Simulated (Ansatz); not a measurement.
# In2O2 monolayer in a perpendicular field

Wanted: the out-of-plane response of the In2O2 monolayer. A positive field points along +c.

Program: Ansatz 0.2.0. Level of theory: plane-wave DFT, PBE-D3(BJ), Ansatz PAW (set soft_1); PAW set soft_1. Results are calculated unless marked as measured.

### 1. The starting structure

The cell holds 4 atoms: 2 O and 2 In. Its edges and angles: a = 3.292 Å, b = 3.292 Å, c = 40.374 Å, α = 90.0°, β = 90.0°, γ = 120.0°. Vacuum lies along c.

### 2. Relaxing the slab

The starting cell is a guess, so the in-plane lattice and the atoms are relaxed first, with the slab cut off from its images along the normal.

File input.yaml:

```yaml
crystal:
  lattice:
    - [3.2916, 0.0, 0.0]
    - [-1.6458, 2.8506092191, 0.0]
    - [0.0, 0.0, 40.3736373453]
  atoms:
    - { symbol: O, position: [0.3333333333, 0.6666666667, 0.4421201847] }
    - { symbol: In, position: [0.0, 0.0, 0.4648285343] }
    - { symbol: In, position: [0.0, 0.0, 0.5351714657] }
    - { symbol: O, position: [0.3333333333, 0.6666666667, 0.5578798153] }
  periodic: [true, true, false]
kpoints:
  mp_grid: { grid: [12, 12, 1] }
hamiltonian:
  xc: pbe
  dispersion: d3bj
  pseudopotentials: { kind: paw, azcp: { folder: soft_1 } }
scf:
  occupations: { method: fermi_dirac, width: 0.05 }
  convergence: { dr2_threshold: 1.0e-09 }
relax:
  f_tol: 0.004
  max_steps: 90
  cell: {}
output:
  write_potential: true
  write_density: true
  volumetric_format: npy
```

Started as:

```sh
ansatz run input.yaml --threads 2 --pin off --max-ram 3072MiB --backend cpu --events-out ev --progress --plain --runs-dir out
```

Numbers of over 12 decimals in the logs are rounded to 6 here.

Log:

```text
Warning: relax.cell: scf.convergence.dr2_threshold = 1e-9 eV is looser than the 1.85773784535e-10 eV advised for a relaxation that steers and ends on the stress (1e-10 eV for each atom of the cell: 4, times the square of relax.cell.stress_2d_tol = 0.05 N/m over 14.7 Å (the atoms' height at the walk's start and 5 Å past either face), 3.407e-2 GPa, over a crystal's default 0.05). What an SCF threshold leaves in a stress goes as its square root, and in the free energy as the threshold itself, and one threshold admits the most on a small cell: [figures from the program's tests cut] Set scf.convergence.dr2_threshold to 1.85773784535e-10 eV or tighter. [rest of the remark cut]
Engine: ansatz 0.2.0, aarch64-unknown-linux-gnu
Pseudopotentials: kind: paw
Pseudopotential: O, paw, valence charge 6, recommended cutoff 420 eV (normal), soft_1/O.paw.azcp
Pseudopotential: In, paw, valence charge 13, recommended cutoff 420 eV (normal), soft_1/In.paw.azcp
Functional definition: PBE
  parameter kappa = 0.804
  parameter beta = 0.066725
  exchange = pbe_x(kappa = kappa, mu = beta*pi^2/3)
  correlation = pbe_c(beta = beta)
Crystal: 4 atoms, lattice volume = 378.828 Å³
Basis set: ecut = 420 eV, 7563 PW (Γ), exchange–correlation on 48×48×540 points (8 copies of the dense FFT grid, shifted against one another)
Bands: 23, of which v1, the nominal top of the filled ones, is band 19 counted from 1 (18 counted from 0)
Symmetry: 12 space group operations
Space group: P-6m2 (ITA 187), of the structure as read, at distance tolerance 7.2e-5 Å
k-points: 19 of 144 (time reversal used)
Non-local potential: O, projectors of the file, l = 0: 2, l = 1: 2, l = 2: 1
Non-local potential: In, projectors of the file, l = 0: 2, l = 1: 2, l = 2: 2, l = 3: 1
PAW form: soft (Blöchl's): semilocal exchange-correlation on the pseudo side does not see the compensation charge
PAW one-centre angular grid: O, 110 points (default); XC on 64 Gauss nodes
PAW one-centre angular grid: In, 590 points (default); XC on 64 Gauss nodes
Initial density: superposition of atomic densities (neutral atoms: chi_scale 0, normalization atom)
Initial wavefunctions: pseudopotential atomic-orbital guess
Functional: x = pbe(κ = 0.804, μ = 0.219515), c = pbe(β = 0.066725)
SCF iter   1: F=—  HF=-12334.443672 eV  |F-HF|=—  |Δ(HF+E_count)|=         —  Δρ=5.95e-2  dr2=1.66e1  ethr=3.10e-3  ⟨swp⟩=12.1  Hψ=3048  notcnv=0
preconditioner: auto → LDOS  [metal: Δε(μ)=0.099 eV  Ē_g=15.064 eV  σ=0.050 eV  W_gap=0.41  n_scr=22 (ndim 8)  ℏωp=11.8 eV  f_vac=0.795  D(μ)=0.30/eV (n_scr^D=4)  β→1.0]
SCF iter   2: F=—  HF=-12342.750784 eV  |F-HF|=—  |Δ(HF+E_count)|=    8.31e0  Δρ=1.25e-1  dr2=7.30e1  ethr=3.10e-3  ⟨swp⟩=7.7  Hψ=1814  notcnv=0  recentre
SCF iter   3: F=—  HF=-12330.920513 eV  |F-HF|=—  |Δ(HF+E_count)|=    1.18e1  Δρ=1.52e-2  dr2=1.98e0  ethr=3.10e-3  ⟨swp⟩=6.2  Hψ=1850  notcnv=0  defer=2
SCF iter   4: F=—  HF=-12330.511672 eV  |F-HF|=—  |Δ(HF+E_count)|=   4.09e-1  Δρ=4.40e-3  dr2=1.55e-1  ethr=3.10e-3  ⟨swp⟩=3.5  Hψ=819  notcnv=0  defer=1
SCF iter   5: F=—  HF=-12330.514037 eV  |F-HF|=—  |Δ(HF+E_count)|=   2.36e-3  Δρ=2.56e-3  dr2=5.34e-2  ethr=4.08e-4  ⟨swp⟩=4.1  Hψ=1204  notcnv=0
SCF iter   6: F=—  HF=-12330.504376 eV  |F-HF|=—  |Δ(HF+E_count)|=   9.66e-3  Δρ=1.04e-3  dr2=4.16e-3  ethr=1.41e-4  ⟨swp⟩=3.6  Hψ=1083  notcnv=0
SCF iter   7: F=—  HF=-12330.502679 eV  |F-HF|=—  |Δ(HF+E_count)|=   1.70e-3  Δρ=3.94e-4  dr2=3.58e-4  ethr=1.10e-5  ⟨swp⟩=3.2  Hψ=1082  notcnv=0
SCF iter   8: F=—  HF=-12330.502541 eV  |F-HF|=—  |Δ(HF+E_count)|=   1.39e-4  Δρ=9.83e-5  dr2=1.23e-4  ethr=9.43e-7  ⟨swp⟩=3.3  Hψ=1067  notcnv=0
SCF iter   9: F=—  HF=-12330.502517 eV  |F-HF|=—  |Δ(HF+E_count)|=   2.41e-5  Δρ=1.03e-5  dr2=8.73e-7  ethr=3.24e-7  ⟨swp⟩=3.2  Hψ=820  notcnv=0
SCF iter  10: F=—  HF=-12330.502497 eV  |F-HF|=—  |Δ(HF+E_count)|=   2.00e-5  Δρ=3.79e-6  dr2=5.15e-8  ethr=2.30e-9  ⟨swp⟩=3.5  Hψ=1080  notcnv=0
SCF iter  11: F=—  HF=-12330.502497 eV  |F-HF|=—  |Δ(HF+E_count)|=   3.59e-9  Δρ=1.17e-6  dr2=1.05e-8  ethr=1.36e-10  ⟨swp⟩=2.9  Hψ=981  notcnv=0
SCF iter  12: F=-12330.502497 eV  HF=-12330.502497 eV  |F-HF|=3.38e-10  |Δ(HF+E_count)|=   2.71e-9  Δρ=3.70e-7  dr2=8.85e-10  ethr=2.63e-12  ⟨swp⟩=10.4  Hψ=4231  notcnv=0
SCF 1 converged in 12 iterations: F = -12330.502497 eV  dr2 = 8.85e-10
  greatest PAW one-centre occupation: 0.984 electrons in one spin orbital (limit 2), on the In atom at site 1 (counted from 0), in its partial waves of l = 2
relax step   1: F+E_penalty+E_count = -12330.50249657 eV  Δ(F+E_penalty+E_count) = +0.000e0 eV  max|allowed force component| = 2.358e-1 eV/Å  Δτ_max = 0.0000 Å  P = +5.680 N/m  Ω = 378.828 Å³  fix = [c, alpha, beta]  reactions: c +0.000 N/m  (12 SCF iters, accepted)
Crystal: 4 atoms, lattice volume = 408.518 Å³
Basis set: ecut = 420 eV, 7995 PW (Γ), exchange–correlation on 48×48×540 points (8 copies of the dense FFT grid, shifted against one another)
Initial density: handed on by an earlier stage of this run
Initial wavefunctions: those handed on with the density
iter 1 solved again at ethr=4.92e-4 eV; its pass at ethr=3.10e-3 eV (dr2=1.87e-1 eV) is discarded
SCF iter   1: F=—  HF=-12330.701683 eV  |F-HF|=—  |Δ(HF+E_count)|=         —  Δρ=5.79e-3  dr2=1.84e-1  ethr=4.92e-4  ⟨swp⟩=2.1  Hψ=3815  notcnv=0
preconditioner: auto → Resta (q_TF=auto, 1.836 Å⁻¹)  ε∞=1.6  [insulator: Δε(μ)=0.604 eV  Ē_g=14.803 eV  σ=0.050 eV  W_gap=0.99  n_scr=22 (ndim 8)  ℏωp=11.3 eV  f_vac=0.815  D(μ)=0.01/eV (n_scr^D=0)  ε∞_Penn≈1.6  vacuum switching on, ρ_ref=1.6e-2 e/Å³]
SCF iter   2: F=—  HF=-12330.650752 eV  |F-HF|=—  |Δ(HF+E_count)|=   5.09e-2  Δρ=2.88e-3  dr2=2.19e-2  ethr=4.85e-4  ⟨swp⟩=3.8  Hψ=950  notcnv=0
SCF iter   3: F=—  HF=-12330.648137 eV  |F-HF|=—  |Δ(HF+E_count)|=   2.62e-3  Δρ=1.75e-3  dr2=1.20e-2  ethr=5.77e-5  ⟨swp⟩=3.2  Hψ=1115  notcnv=0
SCF iter   4: F=—  HF=-12330.646288 eV  |F-HF|=—  |Δ(HF+E_count)|=   1.85e-3  Δρ=6.64e-4  dr2=9.66e-4  ethr=3.16e-5  ⟨swp⟩=2.7  Hψ=789  notcnv=0
SCF iter   5: F=—  HF=-12330.646240 eV  |F-HF|=—  |Δ(HF+E_count)|=   4.78e-5  Δρ=1.50e-4  dr2=4.26e-5  ethr=2.54e-6  ⟨swp⟩=2.9  Hψ=821  notcnv=0
SCF iter   6: F=—  HF=-12330.646270 eV  |F-HF|=—  |Δ(HF+E_count)|=   2.96e-5  Δρ=2.35e-5  dr2=1.37e-6  ethr=1.12e-7  ⟨swp⟩=3.0  Hψ=894  notcnv=0
SCF iter   7: F=—  HF=-12330.646215 eV  |F-HF|=—  |Δ(HF+E_count)|=   5.44e-5  Δρ=4.63e-6  dr2=4.44e-8  ethr=3.62e-9  ⟨swp⟩=3.5  Hψ=1083  notcnv=0
SCF iter   8: F=—  HF=-12330.646215 eV  |F-HF|=—  |Δ(HF+E_count)|=   6.96e-8  Δρ=1.30e-6  dr2=3.66e-9  ethr=1.17e-10  ⟨swp⟩=2.9  Hψ=955  notcnv=0
[...]
SCF iter   6: F=—  HF=-12330.644532 eV  |F-HF|=—  |Δ(HF+E_count)|=   1.63e-5  Δρ=2.13e-5  dr2=1.44e-6  ethr=1.98e-8  ⟨swp⟩=3.1  Hψ=1066  notcnv=0
SCF iter   7: F=—  HF=-12330.644476 eV  |F-HF|=—  |Δ(HF+E_count)|=   5.57e-5  Δρ=9.02e-6  dr2=2.10e-7  ethr=3.80e-9  ⟨swp⟩=2.8  Hψ=877  notcnv=0
SCF iter   8: F=—  HF=-12330.644476 eV  |F-HF|=—  |Δ(HF+E_count)|=   5.75e-9  Δρ=1.66e-6  dr2=8.96e-9  ethr=5.52e-10  ⟨swp⟩=3.4  Hψ=992  notcnv=0
SCF iter   9: F=—  HF=-12330.644476 eV  |F-HF|=—  |Δ(HF+E_count)|=   1.87e-9  Δρ=4.91e-7  dr2=1.00e-9  ethr=2.36e-11  ⟨swp⟩=3.4  Hψ=1060  notcnv=0
SCF iter  10: F=-12330.644476 eV  HF=-12330.644476 eV  |F-HF|=5.64e-11  |Δ(HF+E_count)|=  1.73e-10  Δρ=9.09e-8  dr2=2.67e-11  ethr=2.63e-12  ⟨swp⟩=10.3  Hψ=3318  notcnv=0
SCF 3 converged in 10 iterations: F = -12330.644476 eV  dr2 = 2.67e-11
relax step   3: F+E_penalty+E_count = -12330.64447595 eV  Δ(F+E_penalty+E_count) = +1.739e-3 eV  max|allowed force component| = 2.249e-1 eV/Å  Δτ_max = 0.0519 Å  P = -0.299 N/m  Ω = 411.559 Å³  energy of the carried Pulay correction = -7.657e-3 eV  fix = [c, alpha, beta]  (10 SCF iters, rejected (line search))
[...]
relax step   4: F+E_penalty+E_count = -12330.65193561 eV  Δ(F+E_penalty+E_count) = -5.720e-3 eV  max|allowed force component| = 1.519e-2 eV/Å  Δτ_max = 0.0253 Å  P = +0.075 N/m  Ω = 409.756 Å³  energy of the carried Pulay correction = -7.252e-3 eV  fix = [c, alpha, beta]  reactions: c +0.000 N/m  (8 SCF iters, accepted)
[...]
relax step   5: F+E_penalty+E_count = -12330.65196620 eV  Δ(F+E_penalty+E_count) = -3.059e-5 eV  max|allowed force component| = 1.742e-3 eV/Å  Δτ_max = 0.0031 Å  P = -0.002 N/m  Ω = 409.888 Å³  energy of the carried Pulay correction = -7.282e-3 eV  fix = [c, alpha, beta]  reactions: c -0.000 N/m  (8 SCF iters, accepted)
[...]
relax step   6: F+E_penalty+E_count = -12330.66403661 eV  Δ(F+E_penalty+E_count) = -1.207e-2 eV  max|allowed force component| = 9.963e-4 eV/Å  Δτ_max = 0.0000 Å  P = +0.227 N/m  Ω = 409.888 Å³  fix = [c, alpha, beta]  reactions: c +0.000 N/m  stress off target by 2.27e-1 N/m on what of the cell is left free  SCF on the basis re-selected at this cell (its energy is not comparable with the rows above)  (8 SCF iters)
[...]
relax step   7: F+E_penalty+E_count = -12330.66401211 eV  Δ(F+E_penalty+E_count) = +2.450e-5 eV  max|allowed force component| = 4.961e-4 eV/Å  Δτ_max = 0.0024 Å  P = +0.033 N/m  Ω = 410.970 Å³  energy of the carried Pulay correction = -2.403e-4 eV  fix = [c, alpha, beta]  reactions: c +0.000 N/m  (6 SCF iters, accepted)
iter 1 solved again at ethr=1.63e-7 eV; its pass at ethr=3.10e-3 eV (dr2=6.19e-5 eV) is discarded
SCF iter   1: F=—  HF=-12330.664182 eV  |F-HF|=—  |Δ(HF+E_count)|=         —  Δρ=6.98e-6  dr2=1.75e-8  ethr=1.63e-7  ⟨swp⟩=6.2  Hψ=5344  notcnv=0
eigensolver tolerance schedule: the retry pair's looser diagonalisation over-reported the residual by 3536.71 of it (diagonalisation noise at 0.23 of the residual, at the tolerance the schedule requests for it); recorded, not acted on — ethr = c·dr2/N_el stays at c = 1.0e-1
preconditioner: auto → Resta (q_TF=auto, 1.835 Å⁻¹)  ε∞=1.6  [insulator: Δε(μ)=0.439 eV  Ē_g=14.699 eV  σ=0.050 eV  W_gap=0.96  n_scr=22 (ndim 8)  ℏωp=11.3 eV  f_vac=0.811  D(μ)=0.02/eV (n_scr^D=0)  ε∞_Penn≈1.6  vacuum switching on, ρ_ref=1.6e-2 e/Å³]
SCF iter   2: F=—  HF=-12330.664190 eV  |F-HF|=—  |Δ(HF+E_count)|=   8.01e-6  Δρ=3.46e-6  dr2=1.11e-8  ethr=4.60e-11  ⟨swp⟩=4.7  Hψ=1561  notcnv=0
SCF iter   3: F=—  HF=-12330.664207 eV  |F-HF|=—  |Δ(HF+E_count)|=   1.76e-5  Δρ=2.01e-6  dr2=4.96e-9  ethr=2.92e-11  ⟨swp⟩=3.8  Hψ=965  notcnv=0
SCF iter   4: F=-12330.664218 eV  HF=-12330.664218 eV  |F-HF|=7.35e-7  |Δ(HF+E_count)|=   1.02e-5  Δρ=3.43e-7  dr2=2.14e-10  ethr=2.63e-12  ⟨swp⟩=15.3  Hψ=4485  notcnv=0
SCF 8 converged in 4 iterations: F = -12330.664218 eV  dr2 = 2.14e-10
relax step   8: F+E_penalty+E_count = -12330.66421827 eV  Δ(F+E_penalty+E_count) = -2.062e-4 eV  max|allowed force component| = 4.568e-4 eV/Å  Δτ_max = 0.0000 Å  P = +0.034 N/m  Ω = 410.970 Å³  fix = [c, alpha, beta]  reactions: c +0.000 N/m  stress off target by 3.42e-2 N/m on what of the cell is left free  SCF on the basis re-selected at this cell (its energy is not comparable with the rows above)  (4 SCF iters)
basis re-selected at this cell: Δ(F+E_penalty+E_count) = -2.062e-4 eV, ΔP = +0.001 N/m vs the last step (what re-selecting the basis moved, of the pressure what is left beyond the Pulay correction that the steps carried, after the strain that the cell walked since its last selection, with what the two solves' SCF thresholds leave and, on support functions, any second-order correction that the steps lacked; it is no m [...]
WARN: The output density's exchange-correlation potential varies sharply where the density is thin. Do not read a vacuum level from v_tot or v_xc, or from such a field of the output density. On a cell that repeats whose density bears no net charge and no dipole along the vacuum's axis use v_es (v_loc + v_h of the components); under efield.dipole_correction with no amplitude use v_es + v_field, which holds any externa [...]
SCF converged after 4 iterations
Free energy (F): -12330.664218 eV
Harris-Foulkes:  -12330.664218 eV  (|F-HF|=7.35e-7)
Internal energy: -12330.663914 eV  (E = F + TS)
E sigma→0 (E₀):  -12330.664066 eV
Entropy (-TS):   -0.000304 eV (-0.076 meV/atom)
Fermi energy:    -6.224485 eV
--- Per-component energies (eV) ---
  E_band       = -621.287326
  E_kinetic    = 772.311015
  E_local      = -106302.504770  (includes V_loc(G=0)·N_el)
  E_nonlocal   = 760.835114
  E_hartree    = 52575.342249
  E_xc         = -426.525706
  E_vxc        = -358.343476  (∫ρ·V_xc dr)
  E_paw        = -8746.607429  (= ΣΔE_a)
  E_vpaw       = -644.273053  (= ΣTr[D̂ρ^β])
  E_aug_tail   = 0.001623  (compensation charges beyond the density's cutoff)
  E_ewald      = 49037.057556
  E_disp       = -0.573566  (pairwise vdW)
  E_smearing   = -0.000304  (= −TS)
  E_closure    = 0.000000  (closes the sum)
  Σ components = -12330.664218   (vs F -12330.664218, Δ=0.00e0)
--- Forces (eV/Å), atoms counted from 1 ---
  atom   1  O      0.00000000    -0.00000000     0.00044064
  atom   2  In     0.00000000    -0.00000000     0.00045680
  atom   3  In     0.00000000    -0.00000000    -0.00045680
  atom   4  O      0.00000000    -0.00000000    -0.00044064
  max |Σ_I F_I| component: 1.02e-16 eV/Å
--- 2D stress c σ (N/m, compression-positive) ---
        0.034224      -0.000000       0.000000
       -0.000000       0.034224       0.000000
        0.000000       0.000000       0.000000
  P = ½ c Tr σ = 0.0342 N/m
--- Band table (eV; the first three rows and the last of 19) ---
  k-point 0: bands = [... 15 lower, -8.1960, -8.1632, -8.1632, -7.2321, -6.0592, -3.1466, -0.4365, -0.1865]
  k-point 1: bands = [... 15 lower, -8.4071, -8.2574, -8.2199, -7.1230, -5.7220, -2.9222, -0.3444, -0.0677]
  k-point 2: bands = [... 15 lower, -8.6944, -8.4247, -8.3741, -6.9567, -5.0106, -2.3810, -0.0794, 0.2807]
  k-point 18: bands = [... 15 lower, -10.1900, -8.6221, -8.3477, -6.4985, -3.1804, -2.0274, -1.3766, 0.0404]
  the weakly bound empty levels are not read free of the cell's end (no_gap_told)
--- Relaxed structure (6 steps of the walk, 5 accepted, 2 SCFs on fresh bases) ---
  F+E_penalty+E_count = -12330.66421827 eV   max|allowed force component| = 4.568e-4 eV/Å   (the final SCF, on the basis selected at the relaxed cell)
  cell:  # Å, volume = 410.9705 Å³
    - [3.428397, 0, 0.0]
    - [-1.714198, 2.969079, 0.0]
    - [0.0, 0.0, 40.3736373453]
  atoms:
    - { symbol: O, position: [0.333333, 0.666667, 0.445059] }
    - { symbol: In, position: [0, -3.700743415524894e-17, 0.464845] }
    - { symbol: In, position: [0, -3.700743415524894e-17, 0.535155] }
    - { symbol: O, position: [0.333333, 0.666667, 0.554941] }
```

It took 75 s on 2 threads of Arm Neoverse V1, shared host; peak memory 0.6 GiB; 2.5 min of CPU time.

The steps of the relaxation:

| step | energy less that of the first step (eV) | largest force component (eV/Å) | volume (Å³) |
| --- | --- | --- | --- |
| 1 | 0.0000 | 0.2358 | 378.83 |
| 2 | -0.1437 | 0.1334 | 408.52 |
| 3 | -0.1420 | 0.2249 | 411.56 |
| 4 | -0.1494 | 0.0152 | 409.76 |
| 5 | -0.1495 | 0.0017 | 409.89 |
| 6* | -0.1615 | 0.0010 | 409.89 |
| 7 | -0.1615 | 0.0005 | 410.97 |
| 8* | -0.1617 | 0.0005 | 410.97 |

Relaxation steps marked * repeat the geometry before them on a plane-wave basis chosen anew for their cell, so energy and pressure can jump there. Relaxation step 3 was tried and not accepted.

Forces are held to the 12 operations that the run works with; a distortion that breaks them can't arise in this run.

| cell as run | before | after | change |
| --- | --- | --- | --- |
| a (Å) | 3.292 | 3.428 | +4.2 % |
| b (Å) | 3.292 | 3.428 | +4.2 % |

The atoms that moved most (Å, along periodic axes as changes of fractional coordinates times the final cell, across vacuum about the mean position):

| atom | dx | dy | dz | length |
| --- | --- | --- | --- | --- |
| O4 | 0.000 | 0.000 | -0.119 | 0.119 |
| O1 | 0.000 | 0.000 | 0.119 | 0.119 |

Final coordinates:

```cif
data_structure
_symmetry_space_group_name_H-M 'P 1'
_symmetry_Int_Tables_number 1
_cell_length_a 3.4284
_cell_length_b 3.4284
_cell_length_c 40.3736
_cell_angle_alpha 90.000
_cell_angle_beta 90.000
_cell_angle_gamma 120.000
_cell_volume 410.97
loop_
_atom_site_label
_atom_site_type_symbol
_atom_site_fract_x
_atom_site_fract_y
_atom_site_fract_z
_atom_site_occupancy
O1 O 0.33333 0.66667 0.44506 1
In2 In 0.00000 0.00000 0.46484 1
In3 In 0.00000 0.00000 0.53516 1
O4 O 0.33333 0.66667 0.55494 1
```

This step gave:

```yaml
energy_at_zero_smearing: -12330.6641 eV
```

The lattice constant a goes from 3.292 to 3.428 Å.

[end of part 1 of 2]

[Logs are printed without paths, hosts, clocks, repeated set-up lines and the standing remarks that a program may print on its own settings, such as how far it seeks lower states.]

[Hosts, paths, dates, database ids (printed as entryN), source tags and the programs' standing remarks are cut or masked in the printed files.]

[Maps of the electrostatic potential energy from Ansatz leave out the sawtooth potential of an applied field or a dipole correction, so their vacuum need not be flat; planar profiles and work functions include it.]
